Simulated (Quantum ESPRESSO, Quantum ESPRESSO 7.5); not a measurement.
# MoGe2N4, 1 layer, stepped through the field along the normal

Aim: how the results for MoGe2N4, 1 layer change with the field along the normal.

Calculated with Quantum ESPRESSO 7.5; plane-wave DFT, PBE, GBRV ultrasoft pseudopotentials (geometry by pw.x at PBE-D3(BJ), GBRV ultrasoft).

## (1) Starting point

The cell holds 7 atoms: 4 N, 2 Ge and 1 Mo. Cell: a = 3.020 Å, b = 3.020 Å, c = 24.109 Å, α = 90.0°, β = 90.0°, γ = 120.0°. It derives from MoGe2N4. Vacuum lies along c.

Set-up: Cell and atoms are relaxed without a field with a D3(BJ) correction and then held. Sawtooth field with dipole correction, 17 Å of vacuum in the starting cell, Fermi-Dirac smearing of 0.002 Ry; bands along a path at each field.

Members -0.05, 0.1, -0.1, 0.2, -0.2, 0.3 and -0.3 took the same steps and show in the table alone.

## (2) Relaxing cell and ions of the reference

What the set-up leaves free in this member is relaxed.

File ref.relax.in:

```
&control
  prefix = 'ref.relax'
  outdir = './out'
  pseudo_dir = './pseudo'
  nstep = 80
  forc_conv_thr = 0.0004
  calculation = 'vc-relax'
  etot_conv_thr = 1e-06
/
&system
  ibrav = 0
  nat = 7
  ntyp = 3
  ecutwfc = 50
  ecutrho = 250
  vdw_corr = 'grimme-d3'
  dftd3_version = 4
  occupations = 'smearing'
  smearing = 'fd'
  degauss = 0.004
/
&electrons
  conv_thr = 1e-09
  mixing_beta = 0.4
  electron_maxstep = 120
  mixing_mode = 'plain'
/
&ions
/
&cell
  cell_dofree = '2Dxy'
  press_conv_thr = 0.3
/
ATOMIC_SPECIES
  N   14.0070  n_pbe_v1.2.uspp.F.UPF
  Ge  72.6300  ge_pbe_v1.4.uspp.F.UPF
  Mo  95.9500  mo_pbe_v1.uspp.F.UPF
CELL_PARAMETERS angstrom
  3.02000000000000 0.00000000000000 0.00000000000000
  -1.51000000000000 2.61539671942900 0.00000000000000
  0.00000000000000 0.00000000000000 24.10909667960094
ATOMIC_POSITIONS crystal
  N   0.000000000000 0.000000000000 0.352564018178
  Ge  0.333333333300 0.666666666700 0.376943368961
  N   0.333333333300 0.666666666700 0.453263109367
  Mo  0.000000000000 0.000000000000 0.500000000000
  N   0.333333333300 0.666666666700 0.546736890633
  Ge  0.333333333300 0.666666666700 0.623056631039
  N   0.000000000000 0.000000000000 0.647435981822
K_POINTS automatic
  12 12 1 0 0 0
```

Run with:

```sh
> OMP_NUM_THREADS=1 mpirun -n 4 pw.x -nk 4 -in ref.relax.in > ref.relax.out
```

Log:

```text
Program PWSCF v.7.5 starts
[citation notice left out]

     Parallel version (MPI & OpenMP), running on       4 processor cores
     Number of MPI processes:                 4
     Threads/MPI process:                     1

     MPI processes distributed on     1 nodes
[...]
Current dimensions of program PWSCF are:
     Max number of different atomic species (ntypx) = 10
     Max number of k-points (npk) =  40000
     Max angular momentum in pseudopotentials (lmaxx) =  4
     Message from routine setup:
     using ibrav=0 with symmetry is DISCOURAGED, use correct ibrav instead

     K-points division:     npool     =       4
     Subspace diagonalization in iterative solution of the eigenvalue problem:
     a serial algorithm will be used

     G-vector sticks info
     --------------------
     sticks:   dense  smooth     PW     G-vecs:    dense   smooth      PW
     Sum         559     439    139                85867    61183   10235

     Using Slab Decomposition

     bravais-lattice index     =            0
     lattice parameter (alat)  =       5.7070  a.u.
     unit-cell volume          =    1285.0560 (a.u.)^3
     number of atoms/cell      =            7
     number of atomic types    =            3
     number of electrons       =        62.00
     number of Kohn-Sham states=           37
     kinetic-energy cutoff     =      50.0000  Ry
     charge density cutoff     =     250.0000  Ry
     scf convergence threshold =      1.0E-09
     mixing beta               =       0.4000
     number of iterations used =            8  plain     mixing
     energy convergence thresh.=      1.0E-06
     force convergence thresh. =      4.0E-04
     press convergence thresh. =      3.0E-01
     Exchange-correlation= SLA  PW   PBE  PBE
                           (   1   4   3   4   0   0   0)
     nstep                     =           80

     celldm(1)=   5.706973  celldm(2)=   0.000000  celldm(3)=   0.000000
     celldm(4)=   0.000000  celldm(5)=   0.000000  celldm(6)=   0.000000

     crystal axes: (cart. coord. in units of alat)
               a(1) = (   1.000000   0.000000   0.000000 )
               a(2) = (  -0.500000   0.866025   0.000000 )
               a(3) = (   0.000000   0.000000   7.983145 )

     reciprocal axes: (cart. coord. in units 2 pi/alat)
               b(1) = (  1.000000  0.577350 -0.000000 )
               b(2) = (  0.000000  1.154701  0.000000 )
               b(3) = (  0.000000 -0.000000  0.125264 )

     PseudoPot. # 1 for N  read from file:
     ./pseudo/n_pbe_v1.2.uspp.F.UPF
     Pseudo is Ultrasoft + core correction, Zval =  5.0
     Generated by new atomic code, or converted to UPF format
     Using radial grid of  729 points,  4 beta functions with:
                l(1) =   0
                l(2) =   0
                l(3) =   1
                l(4) =   1
     Q(r) pseudized with  8 coefficients,  rinner =    0.900   0.900   0.900

     PseudoPot. # 2 for Ge read from file:
     ./pseudo/ge_pbe_v1.4.uspp.F.UPF
     Pseudo is Ultrasoft + core correction, Zval = 14.0
     Generated by new atomic code, or converted to UPF format
     Using radial grid of  873 points,  6 beta functions with:
                l(1) =   0
                l(2) =   0
                l(3) =   1
                l(4) =   1
                l(5) =   2
                l(6) =   2
     Q(r) pseudized with  8 coefficients,  rinner =    1.400   1.400   1.400
                                                       1.400   1.400

     PseudoPot. # 3 for Mo read from file:
     ./pseudo/mo_pbe_v1.uspp.F.UPF
     Pseudo is Ultrasoft + core correction, Zval = 14.0
     Generated by new atomic code, or converted to UPF format
     Using radial grid of  889 points,  6 beta functions with:
                l(1) =   0
                l(2) =   0
                l(3) =   1
                l(4) =   1
                l(5) =   2
                l(6) =   2
     Q(r) pseudized with  6 coefficients,  rinner =    1.000   1.000   1.000
                                                       1.000   1.000

     atomic species   valence    mass     pseudopotential
     N                 5.00    14.00700     N ( 1.00)
     Ge               14.00    72.63000     Ge( 1.00)
     Mo               14.00    95.95000     Mo( 1.00)

     12 Sym. Ops. (no inversion) found

   Cartesian axes

     site n.     atom                  positions (alat units)
         1        N      tau(   1) = (   0.0000000   0.0000000   2.8145695  )
         2        Ge     tau(   2) = (  -0.0000000   0.5773503   3.0091934  )
         3        N      tau(   3) = (  -0.0000000   0.5773503   3.6184649  )
         4        Mo     tau(   4) = (   0.0000000   0.0000000   3.9915723  )
         5        N      tau(   5) = (  -0.0000000   0.5773503   4.3646797  )
         6        Ge     tau(   6) = (  -0.0000000   0.5773503   4.9739512  )
         7        N      tau(   7) = (   0.0000000   0.0000000   5.1685751  )

     --------------------------------------------
     DFT-D3 Dispersion Correction (3-body terms):
     --------------------------------------------
       Reference C6 values for interpolation:

         atom   Coordination number   C6
         N          0.000            50.54
         N          0.994            44.25
         N          2.014            39.35
         N          2.990            31.16
         Ge         0.000           727.09
         Ge         0.943           633.70
         Ge         1.945           573.31
         Ge         2.919           459.90
         Ge         3.897           360.58
         Mo         0.000          1691.79
         Mo         1.942          1004.01
         Mo        11.056           674.22

       Values used:

         atom   Coordination number  R0_AB[au]  C6      C8
         N          3.044            2.478     31.27    689.91
         Ge         6.714            3.649    360.58  33210.59
         N          4.114            2.478     31.16    687.49
         Mo        12.045            3.547    674.22  77634.20
         N          4.114            2.478     31.16    687.49
         Ge         6.714            3.649    360.58  33210.59
         N          3.044            2.478     31.27    689.91

         Molecular C6 ( Ry / a.u.^6 ) =      7352.42

     number of k points=    19  Fermi-Dirac smearing, width (Ry)=  0.0040
                       cart. coord. in units 2pi/alat
        k(    1) = (   0.0000000   0.0000000   0.0000000), wk =   0.0138889
        k(    2) = (   0.0000000   0.0962250   0.0000000), wk =   0.0833333
[...]
the Fermi energy is     2.6317 ev

!    total energy              =    -647.42437025 Ry
     estimated scf accuracy    <          3.2E-10 Ry
     smearing contrib. (-TS)   =      -0.00000047 Ry
     internal energy E=F+TS    =    -647.42436978 Ry

     The total energy is F=E-TS. E is the sum of the following terms:
     one-electron contribution =   -5456.13034886 Ry
     hartree contribution      =    2754.02627578 Ry
     xc contribution           =    -157.96448254 Ry
     ewald contribution        =    2212.76505019 Ry
     DFT-D3 Dispersion         =      -0.12086436 Ry

     convergence has been achieved in   9 iterations

     negative rho (up, down):  2.226E-03 0.000E+00

     Forces acting on atoms (cartesian axes, Ry/au):

     atom    1 type  1   force =    -0.00000000    0.00000000   -0.02679523
     atom    2 type  2   force =     0.00000000   -0.00000000   -0.01382110
     atom    3 type  1   force =    -0.00000000    0.00000000    0.01136627
     atom    4 type  3   force =     0.00000000    0.00000000    0.00000000
     atom    5 type  1   force =    -0.00000000    0.00000000   -0.01136627
     atom    6 type  2   force =     0.00000000    0.00000000    0.01382110
     atom    7 type  1   force =     0.00000000    0.00000000    0.02679523

     Total force =     0.045568     Total SCF correction =     0.000043

     Computing stress (Cartesian axis) and pressure

     negative rho (up, down):  2.226E-03 0.000E+00
          total   stress  (Ry/bohr**3)                   (kbar)     P=       15.13
  -0.00002543  -0.00000000   0.00000000           -3.74       -0.00        0.00
   0.00000000  -0.00002543  -0.00000000            0.00       -3.74       -0.00
  -0.00000000   0.00000000   0.00035938           -0.00        0.00       52.87

     Energy error            =      5.7E-03 Ry
     Gradient error          =      2.7E-02 Ry/Bohr
     Cell gradient error     =      3.7E+00 kbar

     number of scf cycles    =   3
     number of bfgs steps    =   2

     enthalpy           old  =    -647.4186758347 Ry
     enthalpy           new  =    -647.4243702505 Ry

     CASE: enthalpy          _new < enthalpy          _old

     new trust radius        =       0.0742407848 bohr
     new conv_thr            =       0.0000000007 Ry

     new unit-cell volume =   1278.84910 a.u.^3 (   189.50588 Ang^3 )
     density =      2.60454 g/cm^3

CELL_PARAMETERS (angstrom)
   3.012697764   0.000000000   0.000000000
  -1.506348882   2.609072798   0.000000000
   0.000000000   0.000000000  24.109096680

ATOMIC_POSITIONS (crystal)
N               -0.0000000000       -0.0000000000        0.3495586295
Ge               0.3333333333        0.6666666667        0.3732514915
N                0.3333333333        0.6666666667        0.4499543314
Mo               0.0000000000        0.0000000000        0.5000000000
N                0.3333333333        0.6666666667        0.5500456686
Ge               0.3333333333        0.6666666667        0.6267485085
N                0.0000000000        0.0000000000        0.6504413705

[...]
NEW-OLD atomic charge density approx. for the potential
     New effective cutoffs (rho, wfc):  250.98   50.24

     negative rho (up, down):  2.199E-03 0.000E+00

     total cpu time spent up to now is       97.0 secs

     per-process dynamical memory:   111.6 Mb

[...]
!    total energy              =    -647.42809417 Ry
[...]
Total force =     0.043568     Total SCF correction =     0.000036
[...]
number of bfgs steps    =   3
[...]
new trust radius        =       0.1047748737 bohr
[...]
!    total energy              =    -647.43114282 Ry
[...]
Total force =     0.032528     Total SCF correction =     0.000073
[...]
number of bfgs steps    =   4
[...]
new trust radius        =       0.0710369152 bohr
[...]
!    total energy              =    -647.43239452 Ry
[...]
Total force =     0.013457     Total SCF correction =     0.000006
[...]
number of bfgs steps    =   5
[...]
new trust radius        =       0.0136483950 bohr
[...]
!    total energy              =    -647.43260223 Ry
[...]
Total force =     0.002891     Total SCF correction =     0.000021
[...]
number of bfgs steps    =   6
[...]
new trust radius        =       0.0060644914 bohr
[...]
Self-consistent Calculation

     iteration #  1     ecut=    50.00 Ry     beta= 0.40
     Davidson diagonalization with overlap
     ethr =  1.00E-06,  avg # of iterations =  3.0

     Threshold (ethr) on eigenvalues was too large:
     Diagonalizing with lowered threshold

     Davidson diagonalization with overlap
     ethr =  2.08E-08,  avg # of iterations =  3.2

     negative rho (up, down):  1.943E-03 0.000E+00

     total cpu time spent up to now is      233.7 secs

     total energy              =    -647.43262177 Ry
     estimated scf accuracy    <       0.00000944 Ry

[...]
iteration #  8     ecut=    50.00 Ry     beta= 0.40
[...]
negative rho (up, down):  1.939E-03 0.000E+00

[...]
End of self-consistent calculation

          k = 0.0000 0.0000 0.0000 (  7663 PWs)   bands (ev):

   -59.5321 -33.5623 -33.3374 -33.3374 -23.3473 -23.3460 -23.3205 -23.3205
   -23.3205 -23.3205 -23.1419 -23.1419 -23.1419 -23.1419 -16.5285 -16.4443
   -13.8526 -12.3984  -6.6031  -4.1749  -2.2425  -2.2425  -1.6923  -1.0478
    -1.0478  -0.8096  -0.8096  -0.4870  -0.4870   0.1649   1.9483   4.2677
     4.3713   4.8465   4.8465   4.9093   4.9093

          k = 0.0000 0.0969 0.0000 (  7707 PWs)   bands (ev):

   -59.5267 -33.5530 -33.3853 -33.3478 -23.3549 -23.3542 -23.3127 -23.3127
   -23.3113 -23.3109 -23.1460 -23.1460 -23.1424 -23.1424 -16.4112 -16.3300
   -13.7619 -12.3881  -6.5069  -4.1958  -2.4466  -2.1325  -1.6101  -1.6032
    -1.4443  -1.2136  -0.9463  -0.7302  -0.6100   0.3076   2.0008   4.1579
     4.3646   4.8667   5.0334   5.0996   5.3503

          k = 0.0000 0.1939 0.0000 (  7737 PWs)   bands (ev):

   -59.5119 -33.5274 -33.5144 -33.3759 -23.3731 -23.3728 -23.2915 -23.2915
   -23.2895 -23.2889 -23.1567 -23.1567 -23.1433 -23.1433 -16.0654 -15.9926
   -13.5156 -12.3650  -6.2834  -4.3215  -3.1219  -2.8687  -2.5332  -1.8874
    -1.6206  -1.3706  -1.2264  -0.9551  -0.9245   0.2683   1.6892   4.1251
     4.4126   4.7592   5.4963   5.8590   6.0013

          k = 0.0000 0.2908 0.0000 (  7725 PWs)   bands (ev):

   -59.4916 -33.6869 -33.4923 -33.4141 -23.3968 -23.3967 -23.2638 -23.2638
   -23.2626 -23.2622 -23.1702 -23.1701 -23.1431 -23.1431 -15.5130 -15.4523
   -13.1872 -12.3497  -6.2122  -5.0808  -4.3241  -3.6883  -3.0034  -2.1015
    -1.9933  -1.3092  -1.1642  -1.0933  -1.0841   0.0145   1.1642   4.2073
     4.6019   4.6449   6.0410   6.2467   6.3399

          k = 0.0000 0.3877 0.0000 (  7697 PWs)   bands (ev):

   -59.4713 -33.8554 -33.4569 -33.4520 -23.4203 -23.4202 -23.2394 -23.2394
   -23.2387 -23.2387 -23.1809 -23.1807 -23.1400 -23.1400 -14.8091 -14.7624
   -12.8867 -12.3741  -6.8889  -6.4399  -4.8442  -3.7868  -3.2577  -2.5243
    -2.3573  -1.6523  -1.3680  -0.8477  -0.6332  -0.2469   0.9137   4.2668
     4.5889   4.7898   5.8015   6.2572   6.5061

          k = 0.0000 0.4846 0.0000 (  7643 PWs)   bands (ev):

   -59.4563 -33.9764 -33.4795 -33.4308 -23.4375 -23.4374 -23.2283 -23.2279
   -23.2233 -23.2233 -23.1837 -23.1835 -23.1345 -23.1345 -14.0914 -14.0567
   -12.7384 -12.4747  -7.8599  -7.5582  -4.7560  -3.7601  -3.5725  -2.8072
    -2.6282  -1.8823  -1.5223  -0.5925  -0.4083  -0.2591   0.9423   4.3512
     4.6045   4.8101   5.2854   6.1479   6.8029

[...]
-12.9873 -12.3519  -6.4387  -5.7907  -4.6759  -3.720
[key lines of the parts left out:]
total energy              =    -647.43262325 Ry
the Fermi energy is     2.6526 ev
```

Wall time 6 min (4 MPI ranks of Arm Neoverse V1, shared host); peak memory 0.82 GiB; 24 min of CPU time.

Step by step:

| step | energy less that of the first step (eV) | largest force (eV/Å) | volume (Å³) |
| --- | --- | --- | --- |
| 1 | 0.0000 | 1.4499 | 190.43 |
| 2 | -0.0779 | 0.8858 | 190.52 |
| 3 | -0.1554 | 0.6889 | 190.05 |
| 4 | -0.2061 | 0.6673 | 189.51 |
| 5 | -0.2475 | 0.4103 | 188.77 |
| 6 | -0.2646 | 0.1538 | 188.11 |
| 7 | -0.2674 | 0.0502 | 187.79 |
| 8 | -0.2677 | 0.0133 | 187.68 |
| 9 | -0.2677 | 0.0078 | 187.62 |
| 10 | -0.2677 | 0.0015 | 187.59 |
| 11 | -0.2662 | 0.0018 | 187.59 |

| cell as run | before | after | change |
| --- | --- | --- | --- |
| a (Å) | 3.020 | 2.997 | -0.7 % |
| b (Å) | 3.020 | 2.997 | -0.7 % |

The atoms that moved most (Å, along periodic axes as changes of fractional coordinates times the final cell, across vacuum about the mean position):

| atom | dx | dy | dz | length |
| --- | --- | --- | --- | --- |
| N7 | 0.000 | 0.000 | 0.170 | 0.170 |
| N1 | 0.000 | 0.000 | -0.170 | 0.170 |
| Ge2 | 0.000 | 0.000 | -0.123 | 0.123 |
| Ge6 | 0.000 | 0.000 | 0.123 | 0.123 |
| N3 | 0.000 | 0.000 | -0.087 | 0.087 |
| N5 | 0.000 | 0.000 | 0.087 | 0.087 |

The relaxed structure:

```cif
data_structure
_symmetry_space_group_name_H-M 'P 1'
_symmetry_Int_Tables_number 1
_cell_length_a 2.9974
_cell_length_b 2.9974
_cell_length_c 24.1091
_cell_angle_alpha 90.000
_cell_angle_beta 90.000
_cell_angle_gamma 120.000
_cell_volume 187.59
loop_
_atom_site_label
_atom_site_type_symbol
_atom_site_fract_x
_atom_site_fract_y
_atom_site_fract_z
_atom_site_occupancy
N1 N 0.00000 0.00000 0.34551 1
Ge2 Ge 0.33333 0.66667 0.37185 1
N3 N 0.33333 0.66667 0.44965 1
Mo4 Mo 0.00000 0.00000 0.50000 1
N5 N 0.33333 0.66667 0.55035 1
Ge6 Ge 0.33333 0.66667 0.62815 1
N7 N 0.00000 0.00000 0.65449 1
```

 The last row is no step: it is a fresh SCF in the final cell with a new plane-wave basis, +2 meV from the row before.

Read from the output:

| Quantity | Value |
| --- | --- |
| free energy | -8808.7681 eV |
| Fermi energy | 2.649 eV |

(Part 1 of 4 ends here.)

[Logs are printed without paths, hosts, clocks, repeated set-up lines and the standing remarks that a program may print on its own settings, such as how far it seeks lower states.]

[Hosts, paths, dates, database ids (printed as entryN), source tags and the programs' standing remarks are cut or masked in the printed files.]

[Maps of the electrostatic potential energy from Ansatz leave out the sawtooth potential of an applied field or a dipole correction, so their vacuum need not be flat; planar profiles and work functions include it.]
